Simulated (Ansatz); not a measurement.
# What NaP3 (built on the NaN3 structure) distorts into

Which phase does NaP3 (built on the NaN3 structure) fall into along its unstable mode, and how much energy does it gain?

Method: DFT PBEsol, scalar-relativistic, plane waves, PAW, in Ansatz 0.2.0.

The structure was built from a prototype and need not be the compound's stable phase.

## (1) The starting structure

It takes space group Pm-3m (No. 221, cubic). The conventional cell has a = 3.958 Å, b = 3.958 Å, c = 3.958 Å, α = 90.00°, β = 90.00°, γ = 90.00°. Nearest to Na lie 12 P at 2.80 Å. Nearest to P lie 4 Na at 2.80 Å and 8 P at 2.80 Å. Farther neighbours, and contacts between anions beyond the nearest, are not listed.

## (2) Phonons on a q mesh

Stability and thermal properties need the whole zone. Linear response on a 4×4×4 q mesh gives force constants as far as a supercell of that size would.

Contents of input.yaml:

```yaml
crystal:
  lattice:
    - [3.9575023488, 0.0, 0.0]
    - [0.0, 3.9575023488, 0.0]
    - [0.0, 0.0, 3.9575023488]
  atoms:
    - { symbol: Na, position: [0.0, 0.0, 0.0] }
    - { symbol: P, position: [0.0, 0.5, 0.5] }
    - { symbol: P, position: [0.5, 0.5, 0.0] }
    - { symbol: P, position: [0.5, 0.0, 0.5] }
kpoints:
  mp_grid: { grid: [12, 12, 12] }
hamiltonian:
  xc: pbesol
scf:
  occupations: { method: methfessel_paxton, width: 0.2 }
output:
  eigenvalues: true
phonons:
  method: dfpt
  qmesh: [4, 4, 4]
  temperatures: { t_max: 1000, t_step: 50 }
  qpath:
    path:
      - [[0.0, 0.0, 0.0], [0.0, 0.5, 0.0], [0.5, 0.5, 0.0], [0.0, 0.0, 0.0], [0.5, 0.5, 0.5], [0.0, 0.5, 0.0]]
      - [[0.5, 0.5, 0.5], [0.5, 0.5, 0.0]]
    npoints: 10
```

Started as:

```bash
ansatz run input.yaml --threads 8 --pin off --max-ram 14336MiB --backend cpu --events-out ev --progress --plain --runs-dir out
```

What it wrote:

```text
Engine: ansatz 0.2.0, aarch64-unknown-linux-gnu
Pseudopotentials: kind: paw
Pseudopotential: Na, paw, valence charge 9, recommended cutoff 420 eV (normal), Na.paw.azcp
Pseudopotential: P, paw, valence charge 5, recommended cutoff 420 eV (normal), P.paw.azcp
Functional definition: PBEsol
  exchange = pbesol_x
  correlation = pbesol_c
Crystal: 4 atoms, lattice volume = 61.982 Å³
Basis set: ecut = 420 eV, 1213 PW (Γ), exchange–correlation on 54×54×54 points (8 copies of the dense FFT grid, shifted against one another)
Bands: 16, of which v1, the nominal top of the filled ones, is band 12 counted from 1 (11 counted from 0)
Symmetry: 48 space group operations
k-points: 84 of 1728
Non-local potential: Na, projectors of the file, l = 0: 3, l = 1: 2, l = 2: 1
Non-local potential: P, projectors of the file, l = 0: 2, l = 1: 2, l = 2: 2
PAW form: soft (Blöchl's): semilocal exchange-correlation on the pseudo side does not see the compensation charge
PAW frozen core: Na, regenerated for the run's functional, and the local potential with it (the file was generated under x = pbe(κ = 0.804, μ = 0.219515), c = pbe(β = 0.066725))
PAW frozen core: P, regenerated for the run's functional, and the local potential with it (the file was generated under x = pbe(κ = 0.804, μ = 0.219515), c = pbe(β = 0.066725))
PAW one-centre angular grid: Na, 110 points (default); XC on 64 Gauss nodes
PAW one-centre angular grid: P, 110 points (default); XC on 64 Gauss nodes
Initial density: superposition of atomic densities (neutral atoms: chi_scale 0, normalization atom), corrected by the library's trained network
Initial wavefunctions: pseudopotential atomic-orbital guess
Functional: x = pbesol(κ = 0.804, μ = 0.123457), c = pbesol(β = 0.046)
SCF iter   1: F=—  HF=-3694.673693 eV  |F-HF|=—  |Δ(HF+E_count)|=         —  Δρ=2.66e-3  dr2=2.82e-3  ethr=1.77e-3  ⟨swp⟩=6.2  Hψ=7860  notcnv=0
preconditioner: auto → Kerker (q_TF=auto, 2.329 Å⁻¹)  [metal: Δε(μ)=0.016 eV  Ē_g=8.048 eV  σ=0.200 eV  W_gap=0.07  n_scr=18 (ndim 8)  ℏωp=18.9 eV  f_vac=0.000  D(μ)=2.23/eV (n_scr^D=18)]
SCF iter   2: F=—  HF=-3694.671962 eV  |F-HF|=—  |Δ(HF+E_count)|=   1.73e-3  S|Δr|=    0.00e0  Δρ=1.36e-3  dr2=9.64e-4  ethr=1.18e-5  ⟨swp⟩=2.0  Hψ=3025  notcnv=0
SCF iter   3: F=—  HF=-3694.671898 eV  |F-HF|=—  |Δ(HF+E_count)|=   6.41e-5  S|Δr|=    0.00e0  Δρ=3.47e-4  dr2=1.28e-4  ethr=4.02e-6  ⟨swp⟩=2.0  Hψ=1689  notcnv=0
SCF iter   4: F=—  HF=-3694.671877 eV  |F-HF|=—  |Δ(HF+E_count)|=   2.14e-5  S|Δr|=    0.00e0  Δρ=9.07e-5  dr2=4.76e-6  ethr=5.33e-7  ⟨swp⟩=2.5  Hψ=2174  notcnv=0
SCF iter   5: F=—  HF=-3694.671876 eV  |F-HF|=—  |Δ(HF+E_count)|=   6.38e-7  S|Δr|=    0.00e0  Δρ=4.38e-5  dr2=1.28e-6  ethr=1.98e-8  ⟨swp⟩=2.0  Hψ=1871  notcnv=0
SCF iter   6: F=—  HF=-3694.671874 eV  |F-HF|=—  |Δ(HF+E_count)|=   1.84e-6  S|Δr|=    0.00e0  Δρ=9.66e-6  dr2=3.13e-8  ethr=5.32e-9  ⟨swp⟩=2.0  Hψ=2284  notcnv=0
SCF iter   7: F=—  HF=-3694.671874 eV  |F-HF|=—  |Δ(HF+E_count)|=   1.37e-8  S|Δr|=    0.00e0  Δρ=2.23e-6  dr2=1.90e-9  ethr=1.31e-10  ⟨swp⟩=2.0  Hψ=2007  notcnv=0
SCF iter   8: F=—  HF=-3694.671874 eV  |F-HF|=—  |Δ(HF+E_count)|=  6.32e-10  S|Δr|=    0.00e0  Δρ=1.86e-7  dr2=1.95e-11  ethr=7.91e-12  ⟨swp⟩=2.4  Hψ=2216  notcnv=0
SCF iter   9: F=-3694.671874 eV  HF=-3694.671874 eV  |F-HF|=9.09e-13  |Δ(HF+E_count)|=  7.28e-12  S|Δr|=    0.00e0  Δρ=1.90e-8  dr2=2.00e-13  ethr=1.00e-12  ⟨swp⟩=8.2  Hψ=7577  notcnv=0
SCF 1 converged in 9 iterations: F = -3694.671874 eV  dr2 = 2.00e-13
  greatest PAW one-centre occupation: 0.999 electrons in one spin orbital (limit 2), on the Na atom at site 0 (counted from 0), in its partial waves of l = 0
Initial density: read from a saved state, or passed on in memory by an earlier SCF of this step, an earlier step, the calling program or the single point that the run made first
iter 1 solved again at ethr=4.35e-8 eV; its pass at ethr=3.10e-3 eV (dr2=1.04e-5 eV) is discarded
SCF iter   1: F=—  HF=-3694.671875 eV  |F-HF|=—  |Δ(HF+E_count)|=         —  Δρ=2.26e-7  dr2=1.04e-11  ethr=4.35e-8  ⟨swp⟩=4.5  Hψ=12784  notcnv=0
eigensolver tolerance schedule: the retry pair's looser diagonalisation over-reported the residual by 999437.64 of it (diagonalisation noise at an unbounded share of the residual, at the tolerance the schedule requests for it); recorded, not acted on — ethr = c·dr2/N_el stays at c = 1.0e-1
preconditioner: auto → Kerker (q_TF=auto, 2.329 Å⁻¹)  [metal: Δε(μ)=0.023 eV  Ē_g=8.047 eV  σ=0.200 eV  W_gap=0.10  n_scr=18 (ndim 8)  ℏωp=18.9 eV  f_vac=0.000  D(μ)=2.22/eV (n_scr^D=18)]
SCF iter   2: F=—  HF=-3694.671874 eV  |F-HF|=—  |Δ(HF+E_count)|=   3.35e-7  S|Δr|=    0.00e0  Δρ=1.65e-7  dr2=5.73e-12  ethr=1.00e-12  ⟨swp⟩=4.3  Hψ=6933  notcnv=0
SCF iter   3: F=-3694.671874 eV  HF=-3694.671874 eV  |F-HF|=4.09e-12  |Δ(HF+E_count)|=  1.36e-12  S|Δr|=    0.00e0  Δρ=9.32e-8  dr2=1.88e-12  ethr=1.00e-12  ⟨swp⟩=2.0  Hψ=2266  notcnv=0
SCF 2 converged in 3 iterations: F = -3694.671874 eV  dr2 = 1.88e-12
phonons: the bands overlap, so this run is a metal and interpolates without the dipole-dipole term. If the crystal is really an insulator or semiconductor, its LO-TO splitting is missing
NSCF: frozen V_eff on 84 k-points
NSCF: frozen V_eff on 343 k-points
DFPT response loops at q = (0, 0, 0) (fractional): preconditioner auto → Kerker (q_TF=auto, 2.329 Å⁻¹) (partly filled bands, converged f_vac=0.000); β = 1.00, the filter's whole step (`scf.mixing.beta` (0.50) is not read by the response loops under this deck's `scf.mixing.preconditioner`; to damp them name `kerker` or `kerker_dos`, under which they read `scf.mixing.beta`, and type it under 1.00, their step now; both keys bind the ground state too); Broyden in place of MSR1
NSCF: frozen V_eff on 1176 k-points
DFPT response loops at q = (0, 0, 0.25) (fractional): mixed as the last ones told, above
NSCF: frozen V_eff on 686 k-points
DFPT response loops at q = (0, 0, -0.5) (fractional): mixed as the last ones told, above
NSCF: frozen V_eff on 2016 k-points
DFPT response loops at q = (0, 0.25, 0.25) (fractional): mixed as the last ones told, above
NSCF: frozen V_eff on 1176 k-points
DFPT response loops at q = (0, 0.25, -0.5) (fractional): mixed as the last ones told, above
NSCF: frozen V_eff on 686 k-points
DFPT response loops at q = (0, -0.5, -0.5) (fractional): mixed as the last ones told, above
NSCF: frozen V_eff on 3456 k-points
DFPT response loops at q = (0.25, 0.25, 0.25) (fractional): mixed as the last ones told, above
NSCF: frozen V_eff on 2016 k-points
DFPT response loops at q = (0.25, 0.25, -0.5) (fractional): mixed as the last ones told, above
NSCF: frozen V_eff on 1176 k-points
DFPT response loops at q = (0.25, -0.5, -0.5) (fractional): mixed as the last ones told, above
NSCF: frozen V_eff on 686 k-points
DFPT response loops at q = (-0.5, -0.5, -0.5) (fractional): mixed as the last ones told, above
SCF converged after 9 iterations
Stability not checked: this state was not tested for a lower state beside it, because cold or Methfessel-Paxton smearing, or corrected tetrahedra, fill the levels in a way that the test cannot read (fill_not_monotonic; see scf.lower_state_search)
Free energy (F): -3694.671874 eV
Harris-Foulkes:  -3694.671874 eV  (|F-HF|=9.09e-13)
Internal energy: -3694.667891 eV  (E = F + TS)
E sigma→0 (E₀):  -3694.670879 eV
Entropy (-TS):   -0.003983 eV (-0.996 meV/atom)
Fermi energy:    9.048231 eV
--- Per-component energies (eV) ---
  E_band       = -120.923192
  E_kinetic    = 327.656040
  E_local      = -1334.442262  (includes V_loc(G=0)·N_el)
  E_nonlocal   = 218.244893
  E_hartree    = 479.778158
  E_xc         = -220.449291
  E_vxc        = -230.734768  (∫ρ·V_xc dr)
  E_paw        = -1915.295184  (= ΣΔE_a)
  E_vpaw       = -61.203403  (= ΣTr[D̂ρ^β])
  E_aug_tail   = -0.000005  (compensation charges beyond the density's cutoff)
  E_ewald      = -1250.353222
  E_core_change = 0.192982  (= ΣΔE_core)
  E_smearing   = -0.003983  (= −TS)
  E_closure    = -0.000000  (closes the sum)
  Σ components = -3694.671874   (vs F -3694.671874, Δ=0.00e0)
--- Band table (eV; the first three rows and the last of 84) ---
  k-point 0: bands = [... 8 lower, 4.1253, 4.1253, 9.9796, 9.9796, 9.9796, 10.3044, 12.8823, 12.8823]
  k-point 1: bands = [... 8 lower, 4.1732, 4.4728, 9.7351, 9.8163, 9.8163, 10.4868, 12.5830, 12.5830]
  k-point 2: bands = [... 8 lower, 4.3145, 5.1851, 9.1659, 9.3514, 9.3514, 10.9577, 11.9875, 12.2129]
  k-point 83: bands = [... 8 lower, 3.5805, 3.5805, 3.5805, 10.4903, 13.6439, 13.6439, 13.7850, 13.7850]
--- Phonons (Γ-DFPT): 3 representative perturbations + reference (Σ response iterations 9) ---
  ASR residual: 1.752e-5 → 0.000e0 eV/Å²; symmetrization residual: 7.551e-6 eV/Å²
  ASR residual per site (eV/Å²): 1.75e-5 3.87e-6 3.87e-6 3.87e-6
  Γ frequencies (cm⁻¹): -146.44 -146.44 -146.44 0.00 0.00 0.00 141.51 141.51 141.51 301.31 301.31 301.31
--- Phonons (arbitrary-q DFPT): 10 irreducible q on the 4×4×4 mesh ---
  q = [0.0000, 0.0000, 0.0000] (star 1, of the zone-centre solve; hermiticity 2.80e-6, symmetrization 1.42e-12): -146.44 -146.44 -146.44 -0.00 0.00 0.00 141.51 141.51 141.51 301.31 301.31 301.31
  q = [0.0000, 0.0000, 0.2500] (star 6, 7 solved perturbations in 3612 linear systems a pass and spin channel, the states on 588 of 1728 k-point pairs; hermiticity 2.66e-6, symmetrization 6.59e-13): -180.60 -180.60 -153.96 50.30 50.30 119.11 144.95 150.90 150.90 284.25 290.95 290.95
  q = [0.0000, 0.0000, -0.5000] (star 3, 7 solved perturbations in 2107 linear systems a pass and spin channel, the states on 343 of 1728 k-point pairs; hermiticity 3.15e-6, symmetrization 9.55e-13): -163.81 -163.81 -99.88 -37.18 -37.18 137.74 137.74 192.29 192.45 248.16 275.96 275.96
  q = [0.0000, 0.2500, 0.2500] (star 12, 7 solved perturbations in 6132 linear systems a pass and spin channel, the states on 1008 of 1728 k-point pairs; hermiticity 2.58e-6, symmetrization 5.99e-14): -223.87 -159.49 -148.55 62.30 71.47 79.68 121.71 161.39 178.57 265.36 278.13 300.81
  q = [0.0000, 0.2500, -0.5000] (star 12, 12 solved perturbations on 588 of 1728 k-point pairs; hermiticity 2.94e-6, symmetrization 7.30e-14): -179.11 -157.14 -99.29 -95.69 93.28 113.96 114.73 158.16 201.80 265.32 275.64 291.26
  q = [0.0000, -0.5000, -0.5000] (star 3, 7 solved perturbations in 2107 linear systems a pass and spin channel, the states on 343 of 1728 k-point pairs; hermiticity 2.52e-6, symmetrization 7.22e-14): -162.59 -162.21 -150.27 -145.40 101.52 101.52 134.79 134.79 211.67 247.60 300.46 300.46
  q = [0.2500, 0.2500, 0.2500] (star 8, 3 solved perturbations in 3600 linear systems a pass and spin channel, the states on 1728 of 1728 k-point pairs; hermiticity 2.28e-6, symmetrization 4.96e-13): -152.47 -143.12 -143.12 -93.94 -93.94 121.81 183.94 183.94 194.31 249.50 296.48 296.48
  q = [0.2500, 0.2500, -0.5000] (star 12, 7 solved perturbations in 6132 linear systems a pass and spin channel, the states on 1008 of 1728 k-point pairs; hermiticity 2.57e-6, symmetrization 2.92e-13): -169.91 -165.87 -126.32 -124.22 -66.39 -44.43 176.35 195.60 203.52 278.34 286.80 289.79
  q = [0.2500, -0.5000, -0.5000] (star 6, 7 solved perturbations in 3612 linear systems a pass and spin channel, the states on 588 of 1728 k-point pairs; hermiticity 3.29e-6, symmetrization 7.26e-14): -188.67 -177.09 -144.50 -144.50 -121.77 -114.43 198.92 198.92 211.65 277.28 297.90 297.90
  q = [-0.5000, -0.5000, -0.5000] (star 1, 3 solved perturbations in 735 linear systems a pass and spin channel, the states on 343 of 1728 k-point pairs; hermiticity 2.23e-6, symmetrization 1.32e-12): -216.78 -216.78 -216.78 -193.82 -132.37 -132.37 211.93 211.93 211.93 294.70 294.70 294.70
  sum rule: each row above includes the acoustic sum rule's correction from the zone centre's row sums; it moved no ω² by more than (0.46 cm⁻¹)²
  mesh force constants: q→R imaginary residual 2.66e-18; ASR residual 1.752e-5 → 0.000e0 eV/Å²; symmetrization residual 3.997e-15 eV/Å²
  interpolated dispersion: 62 rows × 12 modes
  density of states and harmonic sums: on the 16×16×16 q-mesh, interpolated from the force constants of a 4×4×4 supercell (no non-analytic term)
  largest difference from the sums on the solved wave vectors: F 4.82e-2 eV, S 6.05e-5 and C_V 1.32e-5 eV/K
  zero-point energy: 0.092713 eV/cell   skipped modes (ω ≤ 0): 726, of them read as no rigid motion or as one in doubt: 723 (4.372e0 modes/cell left out, lowest -223.87 cm⁻¹)   left out of the sums: 3.64e-1 of the cell's modes: C_V's classical limit lies that fraction below 3 k_B per atom; for a crystal, a wire or a layer, F and S can be off by more, and a phonons.interpolated_qmesh denser along its periods is the remedy for the sampling
```

Elapsed: 6 min, on 8 threads of Arm Neoverse V2, shared host; peak memory 3.9 GiB.

This step gave:

```yaml
volume_per_atom: 15.50 Å³
gap_on_the_k_mesh: 0 eV
sum_rule_residual_before_enforcement: 1.75e-5 eV/Å²
lowest_frequency_on_the_path: -223.9 cm⁻¹
point_group: m-3m
highest_frequency_on_path_mesh_or_solved_points: 302.4 cm⁻¹
highest_optical_mode_at_the_zone_centre_no_lo_to_term: 301.3 cm⁻¹
lowest_optical_zone_centre_mode: -146.4 cm⁻¹
lowest_mode_on_the_q_mesh_acoustic_modes_at_gamma_apart: -223.9 cm⁻¹
```

Frequencies (cm⁻¹) solved at each irreducible wavevector; negative means imaginary. Frequencies by wavevector, by row:

| q in reciprocal lattice units | star | mode 1 | mode 2 | mode 3 | mode 4 | mode 10 | mode 11 | mode 12 |
| --- | --- | --- | --- | --- | --- | --- | --- | --- |
| 0 0 0 | 1 | -146.4 | -146.4 | -146.4 | 0 | 301.3 | 301.3 | 301.3 |
| 0 0 0.25 | 6 | -180.6 | -180.6 | -154 | 50.3 | 284.2 | 290.9 | 290.9 |
| 0 0 -0.5 | 3 | -163.8 | -163.8 | -99.9 | -37.2 | 248.2 | 276 | 276 |
| 0 0.25 0.25 | 12 | -223.9 | -159.5 | -148.6 | 62.3 | 265.4 | 278.1 | 300.8 |
| 0 0.25 -0.5 | 12 | -179.1 | -157.1 | -99.3 | -95.7 | 265.3 | 275.6 | 291.3 |
| 0 -0.5 -0.5 | 3 | -162.6 | -162.2 | -150.3 | -145.4 | 247.6 | 300.5 | 300.5 |
| 0.25 0.25 0.25 | 8 | -152.5 | -143.1 | -143.1 | -93.9 | 249.5 | 296.5 | 296.5 |
| 0.25 0.25 -0.5 | 12 | -169.9 | -165.9 | -126.3 | -124.2 | 278.3 | 286.8 | 289.8 |
| 0.25 -0.5 -0.5 | 6 | -188.7 | -177.1 | -144.5 | -144.5 | 277.3 | 297.9 | 297.9 |
| -0.5 -0.5 -0.5 | 1 | -216.8 | -216.8 | -216.8 | -193.8 | 294.7 | 294.7 | 294.7 |

Interpolated from a 4×4×4 q mesh. Phonon branches along the path, in cm⁻¹:

| point | branch 1 | branch 2 | branch 3 | branch 4 | branch 9 | branch 10 | branch 11 | branch 12 |
| --- | --- | --- | --- | --- | --- | --- | --- | --- |
| Γ | -146 | -146 | -146 | 0 | 142 | 301 | 301 | 301 |
| halfway | -181 | -181 | -154 | 50 | 151 | 284 | 291 | 291 |
| X | -164 | -164 | -100 | -37 | 192 | 248 | 276 | 276 |
| halfway | -179 | -157 | -99 | -96 | 202 | 265 | 276 | 291 |
| M | -163 | -162 | -150 | -145 | 212 | 248 | 300 | 300 |
| halfway | -224 | -160 | -148 | 62 | 179 | 265 | 278 | 301 |
| Γ | -146 | -146 | -146 | 0 | 142 | 301 | 301 | 301 |
| halfway | -152 | -143 | -143 | -94 | 194 | 250 | 296 | 296 |
| R | -217 | -217 | -217 | -194 | 212 | 295 | 295 | 295 |
| halfway | -170 | -166 | -126 | -124 | 204 | 278 | 287 | 290 |
| X | -164 | -164 | -100 | -37 | 192 | 248 | 276 | 276 |
| jump to R | -217 | -217 | -217 | -194 | 212 | 295 | 295 | 295 |
| halfway | -189 | -177 | -144 | -144 | 212 | 277 | 298 | 298 |
| M | -163 | -162 | -150 | -145 | 212 | 248 | 300 | 300 |

Symmetry leaves 10 wavevectors to solve. The lowest mode among them, the acoustic zeros apart, lies at q = (0, 0.25, 0.25) and is imaginary, 223.9i cm⁻¹, so the energy falls along it.

## (3) The mode frozen in, largest atomic shift 0 Å

The mode followed lies at q = (-0.5, -0.5, -0.5) with frequency 216.8i cm⁻¹ and is 3-fold degenerate, one of the unstable modes though not the softest. At small amplitude the pattern taken leaves space group no. 74 by a symmetry search on the positions. The undistorted cell that holds it gives the zero of energy on the same k mesh.

System of this step: NaP3 (built on the NaN3 structure). Symmetry: Pm-3m, No. 221, cubic system. The conventional cell has a = 3.958 Å, b = 3.958 Å, c = 3.958 Å, α = 90.00°, β = 90.00°, γ = 90.00°. Na has 12 P at 2.80 Å nearest. Nearest to P lie 8 P at 2.80 Å and 4 Na at 2.80 Å. Farther neighbours, and contacts between anions beyond the nearest, are not listed.

Contents of input.yaml:

```yaml
crystal:
  lattice:
    - [3.9575023488, 3.9575023488, 0.0]
    - [3.9575023488, 0.0, 3.9575023488]
    - [3.9575023488, 0.0, -3.9575023488]
  atoms:
    - { symbol: Na, position: [0.0, 0.0, 0.0] }
    - { symbol: Na, position: [0.0, 0.5, 0.5] }
    - { symbol: P, position: [0.5, 0.5, 0.0] }
    - { symbol: P, position: [0.5, 0.0, 0.5] }
    - { symbol: P, position: [0.5, 0.5, 0.5] }
    - { symbol: P, position: [0.5, 0.0, 0.0] }
    - { symbol: P, position: [0.0, 1.0, 0.5] }
    - { symbol: P, position: [0.0, 0.5, 0.0] }
kpoints:
  mp_grid: { grid: [10, 10, 10] }
hamiltonian:
  xc: pbesol
scf:
  occupations: { method: methfessel_paxton, width: 0.2 }
output:
  forces: true
  stress: true
  eigenvalues: true
```

What it wrote:

```text
[...]
Crystal: 8 atoms, lattice volume = 123.963 Å³
Basis set: ecut = 420 eV, 2421 PW (Γ), exchange–correlation on 80×80×80 points (8 copies of the dense FFT grid, shifted against one another)
Bands: 32, of which v1, the nominal top of the filled ones, is band 24 counted from 1 (23 counted from 0)
Symmetry: 96 space group operations
[...]
k-points: 47 of 1000
[...]
k-point 0: bands = [... 20 lower, 4.1244, 9.9833, 9.9833, 9.9833, 10.2996, 10.4942, 12.8810, 12.8810, ... 4 higher]
  k-point 1: bands = [... 20 lower, 4.4164, 9.6556, 9.6556, 10.0395, 10.4943, 10.6643, 12.2526, 12.7332, ... 4 higher]
  k-point 2: bands = [... 20 lower, 5.1217, 8.8644, 8.8644, 10.2075, 10.8682, 11.1597, 11.2675, 12.3116, ... 4 higher]
  k-point 46: bands = [... 20 lower, 7.3669, 7.4477, 8.0664, 8.2178, 9.2373, 9.2644, 9.2860, 10.3680, ... 4 higher]
[key lines of the parts left out:]
SCF converged after 7 iterations
Free energy (F): -7389.361748 eV
Fermi energy:    9.031886 eV
P = ⅓ Tr σ = 0.2218 GPa (2.218 kbar)
```

Elapsed: 1.3 s, on 8 threads; peak memory 0.58 GiB; 9.2 s of CPU time.

Read from the output:

- pressure: 0.2218 GPa
- energy from the undistorted cell: 0 meV/atom

The run ends at a pressure of 0.22 GPa.

(Part 1 of 3 ends here.)

[Long decimals in the printed logs are rounded to 6 places.]

[Logs are printed without paths, hosts, clocks, repeated set-up lines and the standing remarks that a program may print on its own settings, such as how far it seeks lower states.]

[Hosts, paths, dates, database ids (printed as entryN), source tags and the programs' standing remarks are cut or masked in the printed files.]

[Where the starting crystal was built by hand or by swapping elements, it need not be the compound's stable phase.]
